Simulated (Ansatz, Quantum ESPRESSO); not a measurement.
## RbTaTe3 (Pm-3m): zone-centre phonons: relaxation

Quantum ESPRESSO 8.0 development, patched; DFT LDA, scalar-relativistic, plane waves, PseudoDojo norm-conserving pseudopotentials.

The structure was built from a prototype and need not be the compound's stable phase.

It takes space group Pm-3m (No. 221, cubic). The conventional cell has a = 5.529 Å, b = 5.529 Å, c = 5.529 Å, α = 90.00°, β = 90.00°, γ = 90.00°. Rb has 12 Te at 3.91 Å nearest. Nearest to Ta lie 6 Te at 2.76 Å. Te has 2 Ta at 2.76 Å and 4 Rb at 3.91 Å nearest. Farther neighbours and most contacts between anions are not listed.

Step by step:

| step | energy less that of the first step (eV) | largest force (eV/Å) | pressure (GPa) | volume (Å³) |
| --- | --- | --- | --- | --- |
| 1 | 0.0000 | 0.0000 | -3.29 | 169.02 |
| 2 | -0.0513 | 0.0000 | -2.53 | 166.20 |
| 3 | -0.1012 | 0.0000 | -1.27 | 162.04 |
| 4 | -0.1160 | 0.0000 | 0.12 | 158.04 |
| 5 | -0.1161 | 0.0000 | -0.01 | 158.38 |
| 6 | -0.1161 | 0.0000 | 0.00 | 158.37 |
| 7 | -0.1151 | 0.0000 | 0.01 | 158.37 |

| conventional cell, symmetrised | before | after | change |
| --- | --- | --- | --- |
| a (Å) | 5.529 | 5.410 | -2.1 % |
| b (Å) | 5.529 | 5.410 | -2.1 % |
| c (Å) | 5.529 | 5.410 | -2.1 % |
| volume (Å³/atom) | 33.80 | 31.67 | -6.3 % |

The relaxed structure:

```
CELL_PARAMETERS angstrom
5.41031 0.00000 0.00000
0.00000 5.41031 0.00000
0.00000 0.00000 5.41031
ATOMIC_POSITIONS crystal
Rb 0.00000 0.00000 0.00000
Ta 0.50000 0.50000 0.50000
Te 0.50000 0.50000 0.00000
Te 0.50000 0.00000 0.50000
Te 0.00000 0.50000 0.50000
```

The last row of the table of steps is pw.x's closing run on a basis chosen anew for the final cell, so its energy can jump.

Numbers from this step:

```
volume per atom : 31.67 Å³
pressure        : 0.005 GPa
```

The volume changes by -6.3 % from the cell with which this run began.

Q: Write an input that reproduces this.

The system, level and task follow from the heading and the kind of results. Meshes, cutoffs and thresholds can't be read from the results; these are the ones that the run used.

relax.in

```
&CONTROL
  calculation   = 'vc-relax'
  prefix        = 'x'
  outdir        = './tmp'
  pseudo_dir    = './pseudo'
  tprnfor       = .true.
  tstress       = .true.
  forc_conv_thr = 2.0d-05
  etot_conv_thr = 1.0d-07
  nstep         = 40
/
&SYSTEM
  ibrav       = 1
  celldm(1)   = 10.44829574
  nat         = 5
  ntyp        = 3
  ecutwfc     = 98
  occupations = 'smearing'
  smearing    = 'mv'
  degauss     = 0.02
/
&ELECTRONS
  conv_thr         = 1.0d-11
  mixing_beta      = 0.7
  electron_maxstep = 100
/
&IONS
/
&CELL
  press_conv_thr = 0.2
/
ATOMIC_SPECIES
 Rb     85.4678  Rb.upf
 Ta    180.9479  Ta.upf
 Te    127.6000  Te.upf
ATOMIC_POSITIONS crystal
 Rb     0.000000000   0.000000000   0.000000000
 Ta     0.500000000   0.500000000   0.500000000
 Te     0.500000000   0.500000000   0.000000000
 Te     0.500000000   0.000000000   0.500000000
 Te     0.000000000   0.500000000   0.500000000
K_POINTS automatic
 6 6 6 0 0 0
```

Command:

```sh
$ OMP_NUM_THREADS=1 mpirun -n 4 pw.x -nk 4 -in relax.in > relax.out
```

[Host names and launcher messages were left out of these logs when they were recorded.]

[Logs are printed without paths, hosts, clocks, repeated set-up lines and the standing remarks that a program may print on its own settings, such as how far it seeks lower states.]

[Hosts, paths, dates, database ids (printed as entryN), source tags and the programs' standing remarks are cut or masked in the printed files.]
